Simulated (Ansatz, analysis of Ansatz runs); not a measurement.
# Li5AuO4 (C2/m), V_Li hop (2.7 Å): attempt frequency at charge −1

Aim: the prefactor of a hop in Li5AuO4 (C2/m) (V_Li hop (2.7 Å), charge −1) from the modes of the moving atom at the start and at the top of a path found beforehand. Model: a cell of 80 host atoms with 1 Li taken out.

Main program and level: Ansatz 0.2.0; plane-wave PAW DFT, PBEsol; finite-difference force constants of the moving atom alone.

### 1. Set-up

The cell holds 79 atoms: 39 Li, 8 Au and 32 O. Its edges and angles: a = 9.403 Å, b = 9.404 Å, c = 9.396 Å, α = 90.0°, β = 102.9°, γ = 90.0°. It derives from Li5AuO4 (space group C2/m). Nearest the centre at fractional (0.500, 0.141, 0.500): Li68 at 1.25 Å, O20 at 1.51 Å, O76 at 1.52 Å, Li26 at 2.33 Å, Li65 at 2.33 Å, Li47 at 2.34 Å, Li66 at 2.34 Å, O55 at 2.90 Å. The cell carries charge −1.

The cell's shortest repeat is 9.4 Å.

### 2. Vibrations of the moving atom at the start point

Harmonic transition-state theory takes the prefactor from the modes at the minimum and at the top. Only the moving atom is displaced, by 0.02 Å, which takes six displaced runs and a reference; the host's atoms are held.

The input, qm1.start.modes/input.yaml:

```yaml
crystal:
  lattice:
    - [9.40268524, 0.0, -0.02548652]
    - [0.0, 9.40405317, 0.0]
    - [-2.07562506, 0.0, 9.16358709]
  atoms:
    - { symbol: Li, position: [-8.647e-05, 0.7903751, 0.24960294] }
    - { symbol: Li, position: [0.25494692, 0.2903354, 0.25307695] }
    - { symbol: Li, position: [0.00014616, 0.278222, 0.00016286] }
    - { symbol: Li, position: [0.24916458, 0.78176029, 0.00066709] }
    - { symbol: Li, position: [0.00014736, 0.71445206, 0.00017321] }
    - { symbol: Li, position: [0.25211983, 0.2167775, 0.00305079] }
    - { symbol: Li, position: [0.00374148, 0.20602201, 0.25141512] }
    - { symbol: Li, position: [0.24925943, 0.70647968, 0.25019646] }
    - { symbol: Li, position: [0.00016254, -0.0036173, 0.00027398] }
    - { symbol: Li, position: [0.25090112, 0.49967607, 0.00030632] }
    - { symbol: Au, position: [0.00117934, 0.49829438, 0.24995389] }
    - { symbol: Au, position: [0.24915472, -0.00337177, 0.24885857] }
    - { symbol: O, position: [0.12487606, 0.84864352, 0.12376952] }
    - { symbol: O, position: [0.37990416, 0.35401962, 0.1253553] }
    - { symbol: O, position: [0.12366407, 0.35123508, 0.37435153] }
    - { symbol: O, position: [0.37102102, 0.85066135, 0.37540618] }
    - { symbol: O, position: [0.12859219, 0.14520572, 0.12440287] }
    - { symbol: O, position: [0.37514267, 0.64938368, 0.124365] }
    - { symbol: O, position: [0.12174488, 0.64602526, 0.37613858] }
    - { symbol: O, position: [0.37082523, 0.14194957, 0.37093807] }
    - { symbol: Li, position: [0.00044702, 0.79038689, 0.75080929] }
    - { symbol: Li, position: [0.24490578, 0.29035622, 0.75439677] }
    - { symbol: Li, position: [0.00023772, 0.28033402, 0.50024999] }
    - { symbol: Li, position: [0.25026316, 0.78295475, 0.50089456] }
    - { symbol: Li, position: [0.00021888, 0.71736509, 0.50028499] }
    - { symbol: Li, position: [0.26781404, 0.22557868, 0.50388803] }
    - { symbol: Li, position: [-0.00349728, 0.20597816, 0.74889175] }
    - { symbol: Li, position: [0.25032936, 0.70780778, 0.75063416] }
    - { symbol: Li, position: [2.886e-05, 0.00110818, 0.50021872] }
    - { symbol: Li, position: [0.2509646, 0.49956148, 0.50342319] }
    - { symbol: Au, position: [-0.000902, 0.49835643, 0.75045177] }
    - { symbol: Au, position: [0.24988162, -0.00033674, 0.75033881] }
    - { symbol: O, position: [0.12695269, 0.85232679, 0.6254699] }
    - { symbol: O, position: [0.36314421, 0.36247406, 0.63818188] }
    - { symbol: O, position: [0.11932767, 0.35091738, 0.8772253] }
    - { symbol: O, position: [0.37189511, 0.85259577, 0.87600916] }
    - { symbol: O, position: [0.12881886, 0.14696439, 0.62500384] }
    - { symbol: O, position: [0.37806673, 0.65154016, 0.62670148] }
    - { symbol: O, position: [0.12291435, 0.64536922, 0.87449502] }
    - { symbol: O, position: [0.37203033, 0.14650178, 0.87503412] }
    - { symbol: Li, position: [0.49873153, 0.79391788, 0.24971996] }
    - { symbol: Li, position: [0.75537757, 0.29040245, 0.24585533] }
    - { symbol: Li, position: [0.50023066, 0.28089596, 0.00025248] }
    - { symbol: Li, position: [0.75122294, 0.78180143, -0.00014575] }
    - { symbol: Li, position: [0.5001463, 0.71742284, 0.00019156] }
    - { symbol: Li, position: [0.74793382, 0.21666138, -0.00292832] }
    - { symbol: Li, position: [0.50530864, 0.21665945, 0.26392192] }
    - { symbol: Li, position: [0.74995603, 0.70787391, 0.24985883] }
    - { symbol: Li, position: [0.50016556, 0.00115229, 0.00028299] }
    - { symbol: Li, position: [0.74954968, 0.49951776, -1.274e-05] }
    - { symbol: Au, position: [0.50362441, 0.50342736, 0.24693807] }
    - { symbol: Au, position: [0.75040398, -0.00030305, 0.25010838] }
    - { symbol: O, position: [0.62842808, 0.85260801, 0.12436186] }
    - { symbol: O, position: [0.88093545, 0.35089241, 0.12299149] }
    - { symbol: O, position: [0.63709766, 0.36243331, 0.36205708] }
    - { symbol: O, position: [0.87326791, 0.85235825, 0.37493599] }
    - { symbol: O, position: [0.62836975, 0.14657185, 0.12539242] }
    - { symbol: O, position: [0.87742866, 0.64535461, 0.12594211] }
    - { symbol: O, position: [0.62230642, 0.65157941, 0.37374462] }
    - { symbol: O, position: [0.87150551, 0.14691812, 0.375463] }
    - { symbol: Li, position: [0.50163911, 0.79373949, 0.75081163] }
    - { symbol: Li, position: [0.74530163, 0.29024299, 0.74728058] }
    - { symbol: Li, position: [0.75020078, 0.78282028, 0.49973148] }
    - { symbol: Li, position: [0.50013337, 0.71907257, 0.50017227] }
    - { symbol: Li, position: [0.73236412, 0.22563752, 0.49636912] }
    - { symbol: Li, position: [0.49490478, 0.21652467, 0.73633809] }
    - { symbol: Li, position: [0.75103466, 0.70634515, 0.7502992] }
    - { symbol: Li, position: [0.50007951, 0.00842276, 0.50013872] }
    - { symbol: Li, position: [0.74926548, 0.49947943, 0.49681726] }
    - { symbol: Au, position: [0.496704, 0.503363, 0.75338427] }
    - { symbol: Au, position: [0.75123801, -0.00344999, 0.75150289] }
    - { symbol: O, position: [0.62923948, 0.85058891, 0.62508008] }
    - { symbol: O, position: [0.87650056, 0.35136684, 0.6260165] }
    - { symbol: O, position: [0.62037073, 0.3539377, 0.87491188] }
    - { symbol: O, position: [0.87544035, 0.84859082, 0.87663479] }
    - { symbol: O, position: [0.62952343, 0.14182925, 0.62939107] }
    - { symbol: O, position: [0.87859833, 0.64610987, 0.62431051] }
    - { symbol: O, position: [0.62526369, 0.64923992, 0.87611097] }
    - { symbol: O, position: [0.87175419, 0.14512056, 0.87602451] }
  symmetry: { detect: false }
total_charge: -1
basis:
  ecutwfc: 420
  xc_grid: 2
hamiltonian:
  xc: pbesol
kpoints:
  mp_grid: { grid: [1, 1, 1], shift: [0.25, 0.25, 0.25] }
scf:
  occupations: { method: fixed }
  max_iter: 100
phonons:
  supercell: [1, 1, 1]
  displaced_sites: [67]
  amplitude: 0.02
```

Started as:

```sh
ansatz run input.yaml --threads 4 --pin off --max-ram 14131MiB --backend cpu --events-out ev --progress --plain --runs-dir out
```

What it wrote:

```text
Engine: ansatz 0.2.0, aarch64-unknown-linux-gnu
Pseudopotentials: kind: paw
Pseudopotential: Li, paw, valence charge 3, recommended cutoff 420 eV (normal), Li.paw.azcp
Pseudopotential: Au, paw, valence charge 19, recommended cutoff 420 eV (normal), Au.paw.azcp
Pseudopotential: O, paw, valence charge 6, recommended cutoff 420 eV (normal), O.paw.azcp
Functional definition: PBEsol
  exchange = pbesol_x
  correlation = pbesol_c
Crystal: 79 atoms, lattice volume = 809.778 Å³
Basis set: ecut = 420 eV, 15817 PW (Γ), exchange–correlation on 128×128×128 points (8 copies of the dense FFT grid, shifted against one another)
Bands: 310, of which v1, the nominal top of the filled ones, is band 231 counted from 1 (230 counted from 0)
Symmetry: 1 space group operations
k-points: 1
Non-local potential: Li, projectors of the file, l = 0: 3, l = 1: 2, l = 2: 1
Non-local potential: Au, projectors of the file, l = 0: 3, l = 1: 2, l = 2: 2, l = 3: 1
Non-local potential: O, projectors of the file, l = 0: 2, l = 1: 2, l = 2: 1
PAW form: soft (Blöchl's): semilocal exchange-correlation on the pseudo side does not see the compensation charge
PAW frozen core: Au, regenerated for the run's functional, and the local potential with it (the file was generated under x = pbe(κ = 0.804, μ = 0.219515), c = pbe(β = 0.066725))
PAW frozen core: O, regenerated for the run's functional, and the local potential with it (the file was generated under x = pbe(κ = 0.804, μ = 0.219515), c = pbe(β = 0.066725))
PAW one-centre angular grid: Li, 110 points (default); XC on 64 Gauss nodes
PAW one-centre angular grid: Au, 590 points (default); XC on 64 Gauss nodes
PAW one-centre angular grid: O, 110 points (default); XC on 64 Gauss nodes
Initial density: superposition of atomic densities (neutral atoms scaled as one to the charged cell's electrons: chi_scale 0, normalization atom), corrected by the library's trained network
Initial wavefunctions: pseudopotential atomic-orbital guess
Functional: x = pbesol(κ = 0.804, μ = 0.123457), c = pbesol(β = 0.046)
SCF iter   1: F=—  HF=-129955.959981 eV  |F-HF|=—  |Δ(HF+E_count)|=         —  Δρ=1.68e-2  dr2=1.82e0  ethr=1.77e-3  ⟨swp⟩=5.0  Hψ=969  notcnv=0  defer=74
preconditioner: auto → Resta (q_TF=auto, 2.485 Å⁻¹)  ε∞=4.0  [insulator: Δε(μ)=2.568 eV  Ē_g=13.526 eV  n_scr=218 (ndim 8)  ℏωp=23.3 eV  f_vac=0.088  ε∞_Penn≈4.0]
SCF iter   2: F=—  HF=-129955.449568 eV  |F-HF|=—  |Δ(HF+E_count)|=   5.10e-1  Δρ=3.49e-3  dr2=8.08e-2  ethr=3.94e-4  ⟨swp⟩=2.0  Hψ=450  notcnv=0  defer=74
SCF iter   3: F=—  HF=-129955.437113 eV  |F-HF|=—  |Δ(HF+E_count)|=   1.25e-2  Δρ=1.47e-3  dr2=1.68e-2  ethr=1.75e-5  ⟨swp⟩=2.0  Hψ=369  notcnv=0  defer=77
SCF iter   4: F=—  HF=-129955.436305 eV  |F-HF|=—  |Δ(HF+E_count)|=   8.08e-4  Δρ=6.49e-4  dr2=3.50e-3  ethr=3.64e-6  ⟨swp⟩=2.0  Hψ=349  notcnv=0  defer=77
SCF iter   5: F=—  HF=-129955.436833 eV  |F-HF|=—  |Δ(HF+E_count)|=   5.28e-4  Δρ=1.57e-4  dr2=3.35e-4  ethr=7.58e-7  ⟨swp⟩=3.0  Hψ=499  notcnv=0  defer=71
SCF iter   6: F=—  HF=-129955.436945 eV  |F-HF|=—  |Δ(HF+E_count)|=   1.13e-4  Δρ=1.87e-4  dr2=2.67e-4  ethr=7.25e-8  ⟨swp⟩=2.0  Hψ=399  notcnv=0  defer=71
SCF iter   7: F=—  HF=-129955.436911 eV  |F-HF|=—  |Δ(HF+E_count)|=   3.42e-5  Δρ=3.88e-5  dr2=1.22e-5  ethr=5.79e-8  ⟨swp⟩=2.0  Hψ=399  notcnv=0  defer=71
SCF iter   8: F=—  HF=-129955.438616 eV  |F-HF|=—  |Δ(HF+E_count)|=   1.71e-3  Δρ=1.95e-5  dr2=2.78e-6  ethr=2.63e-9  ⟨swp⟩=2.0  Hψ=399  notcnv=0  defer=71
SCF iter   9: F=—  HF=-129955.438616 eV  |F-HF|=—  |Δ(HF+E_count)|=   1.08e-7  Δρ=5.97e-6  dr2=2.61e-7  ethr=6.03e-10  ⟨swp⟩=2.0  Hψ=387  notcnv=0  defer=71
SCF iter  10: F=—  HF=-129955.438616 eV  |F-HF|=—  |Δ(HF+E_count)|=   1.32e-7  Δρ=2.67e-6  dr2=6.18e-8  ethr=5.65e-11  ⟨swp⟩=2.0  Hψ=370  notcnv=0  defer=71
[...]
SCF 1 converged in 13 iterations: F = -129955.438616 eV  dr2 = 5.54e-10
  greatest PAW one-centre occupation: 1.001 electrons in one spin orbital (limit 2), on the Au atom at site 31 (counted from 0), in its partial waves of l = 0
Initial density: handed on by an earlier stage of this run
Initial wavefunctions: those handed on with the density
[...]
SCF 2 converged in 11 iterations: F = -129955.438017 eV  dr2 = 4.54e-11
[...]
SCF 3 converged in 7 iterations: F = -129955.437916 eV  dr2 = 3.87e-11
[...]
SCF 4 converged in 10 iterations: F = -129955.437783 eV  dr2 = 8.30e-11
[...]
SCF 5 converged in 8 iterations: F = -129955.437996 eV  dr2 = 6.33e-12
[...]
SCF iter  10: F=—  HF=-129955.437891 eV  |F-HF|=—  |Δ(HF+E_count)|=  7.71e-10  Δρ=1.10e-7  dr2=1.19e-10  ethr=1.00e-12  ⟨swp⟩=2.0  Hψ=333  notcnv=0  defer=70
SCF iter  11: F=-129955.437891 eV  HF=-129955.437891 eV  |F-HF|=2.91e-11  |Δ(HF+E_count)|=  1.16e-10  Δρ=7.67e-8  dr2=4.78e-11  ethr=1.00e-12  ⟨swp⟩=3.0  Hψ=775  notcnv=0
SCF 6 converged in 11 iterations: F = -129955.437891 eV  dr2 = 4.78e-11
iter 1 solved again at ethr=2.44e-10 eV; its pass at ethr=3.10e-3 eV (dr2=1.13e-6 eV) is discarded
SCF iter   1: F=—  HF=-129955.438025 eV  |F-HF|=—  |Δ(HF+E_count)|=         —  Δρ=2.38e-5  dr2=1.28e-6  ethr=2.44e-10  ⟨swp⟩=3.0  Hψ=886  notcnv=0  defer=71
SCF iter   2: F=—  HF=-129955.437787 eV  |F-HF|=—  |Δ(HF+E_count)|=   2.38e-4  Δρ=1.30e-5  dr2=4.05e-7  ethr=2.44e-10  ⟨swp⟩=2.0  Hψ=438  notcnv=0  defer=71
SCF iter   3: F=—  HF=-129955.437788 eV  |F-HF|=—  |Δ(HF+E_count)|=   8.84e-7  Δρ=6.65e-6  dr2=3.33e-7  ethr=8.76e-11  ⟨swp⟩=2.0  Hψ=413  notcnv=0  defer=71
SCF iter   4: F=—  HF=-129955.437788 eV  |F-HF|=—  |Δ(HF+E_count)|=   4.83e-8  Δρ=9.88e-7  dr2=4.42e-9  ethr=7.21e-11  ⟨swp⟩=2.0  Hψ=412  notcnv=0  defer=71
SCF iter   5: F=—  HF=-129955.437788 eV  |F-HF|=—  |Δ(HF+E_count)|=   2.39e-9  Δρ=4.97e-7  dr2=1.12e-9  ethr=1.00e-12  ⟨swp⟩=2.0  Hψ=412  notcnv=0  defer=71
SCF iter   6: F=—  HF=-129955.437788 eV  |F-HF|=—  |Δ(HF+E_count)|=   1.28e-9  Δρ=2.34e-7  dr2=4.19e-10  ethr=1.00e-12  ⟨swp⟩=2.0  Hψ=412  notcnv=0  defer=71
SCF iter   7: F=-129955.437788 eV  HF=-129955.437788 eV  |F-HF|=0.00e0  |Δ(HF+E_count)|=  1.02e-10  Δρ=8.15e-8  dr2=4.77e-11  ethr=1.00e-12  ⟨swp⟩=3.0  Hψ=887  notcnv=0
SCF 7 converged in 7 iterations: F = -129955.437788 eV  dr2 = 4.77e-11
SCF converged after 13 iterations
Free energy (F): -129955.438616 eV
Harris-Foulkes:  -129955.438616 eV  (|F-HF|=2.04e-10)
Internal energy: -129955.438616 eV  (E = F + TS)
E sigma→0 (E₀):  -129955.438616 eV
Fermi energy:    5.302500 eV
--- Per-component energies (eV) ---
  E_band       = -7025.017556
  E_kinetic    = 11323.913842
  E_local      = -41231.659116  (includes V_loc(G=0)·N_el)
  E_nonlocal   = 871.941197
  E_hartree    = 16130.032795
  E_xc         = -4591.757150
  E_vxc        = -5770.515794  (∫ρ·V_xc dr)
  E_paw        = -82148.231726  (= ΣΔE_a)
  E_vpaw       = -4478.856633  (= ΣTr[D̂ρ^β])
  E_aug_tail   = 0.092149  (compensation charges beyond the density's cutoff)
  E_ewald      = -30313.375653
  E_core_change = 3.605046  (= ΣΔE_core)
  E_smearing   = -0.000000  (= −TS)
  E_closure    = -0.000000  (closes the sum)
  E_deformation_potential = -16.058829  (in the stress; not in F)
  Σ components = -129955.438616   (vs F -129955.438616, Δ=0.00e0)
--- Forces (eV/Å), atoms counted from 1 ---
  atom   1  Li    -0.00510895     0.00032318     0.00206812
  atom   2  Li    -0.00258937    -0.00049667    -0.00416220
  [... 13 atoms left out ...]
  atom  16  O      0.00369076    -0.00358605    -0.00771129
  [... 3 atoms left out ...]
  atom  20  O      0.00445954     0.00644272     0.00326752
  [... 5 atoms left out ...]
  atom  26  Li     0.00358973     0.00177175    -0.00193807
  [... 7 atoms left out ...]
  atom  34  O     -0.01737538    -0.01356928     0.00459192
  [... 12 atoms left out ...]
  atom  47  Li    -0.00492636    -0.00817808    -0.00086995
  [... 7 atoms left out ...]
  atom  55  O      0.01456232    -0.01128552    -0.00555255
  [... 9 atoms left out ...]
  atom  65  Li    -0.00466398     0.00005905     0.00170915
  atom  66  Li     0.00736399    -0.00561062     0.00249172
  [... 1 atom left out ...]
  atom  68  Li     0.00251620    -0.00531787     0.00259055
  [... 7 atoms left out ...]
  atom  76  O     -0.00156636     0.00775981     0.00212796
  [... 3 atoms left out ...]
  max |Σ_I F_I| component: 2.91e-6 eV/Å
--- Band table (eV) ---
  k-point 0: bands = ["-100.3073", "-100.3066", "-100.2924", "-100.2920", [... 302 left out ...] "17.2438", "17.5251", "17.5754", "17.6077"]
--- Phonons: 6 displaced members + reference (amplitude 0.02 Å, Σ member SCF iterations 54) ---
  symmetry images taken by strict's conditions (phonons.symmetry_images: auto; settled by no image being taken that strict refuses)
  force constants formed among 1 of 79 sites (Li 67); the other 78 at rest. The modes move the named sites alone.
  the frequencies, the zero-point energy and the sums are of the block with the acoustic sum rule laid on its rows. Row sums over every site: 2.7e-4 eV/Å² at the most
  transpose residual: 4.0e-4 eV/Å²
  largest component of a force at the reference: 5.3e-3 eV/Å on a named site, 1.8e-2 eV/Å on a site at rest
  frequencies among the named sites at Γ of the cell (cm⁻¹): 313.92 377.35 425.23
  unstable modes among the named sites: 0
  frequencies as built, with no sum rule (cm⁻¹): 313.92 377.35 425.24
  zero-point energy: 0.069214 eV/cell   skipped modes (ω ≤ 0): 0
  not written: the harmonic force-constant file, the file of eigenvectors (these modes' are written with the force constants), the density of states and the dispersion, which are of every site
```

Elapsed: 1.8 min, on 4 threads of Arm Neoverse V1, shared host; peak memory 1.6 GiB; 7 min of CPU time.

In the SCF lines HF is the Harris–Foulkes energy and dr2 the Hartree energy of the density residual, in eV; the loop may stop once dr2 is under the threshold and the program's other checks hold. Hψ counts applications of the Hamiltonian.

This step gave:

```yaml
free_energy: -129955.4386 eV
frequencies_of_moving_atom: 313.9, 377.3, 425.2 cm⁻¹ (negative: imaginary)
```

The three modes are 314, 377 and 425 cm⁻¹: all real, a minimum for this atom with the others held.

(Part 1 of 2 ends here.)

[Long decimals in the printed logs are rounded to 6 places.]

[Repeated set-up lines and some long k-point lines are left out of the logs, and relaxed atomic positions are cut to six decimals.]

[Logs are printed without paths, hosts, clocks, repeated set-up lines and the standing remarks that a program may print on its own settings, such as how far it seeks lower states.]

[Hosts, paths, dates, database ids (printed as entryN), source tags and the programs' standing remarks are cut or masked in the printed files.]
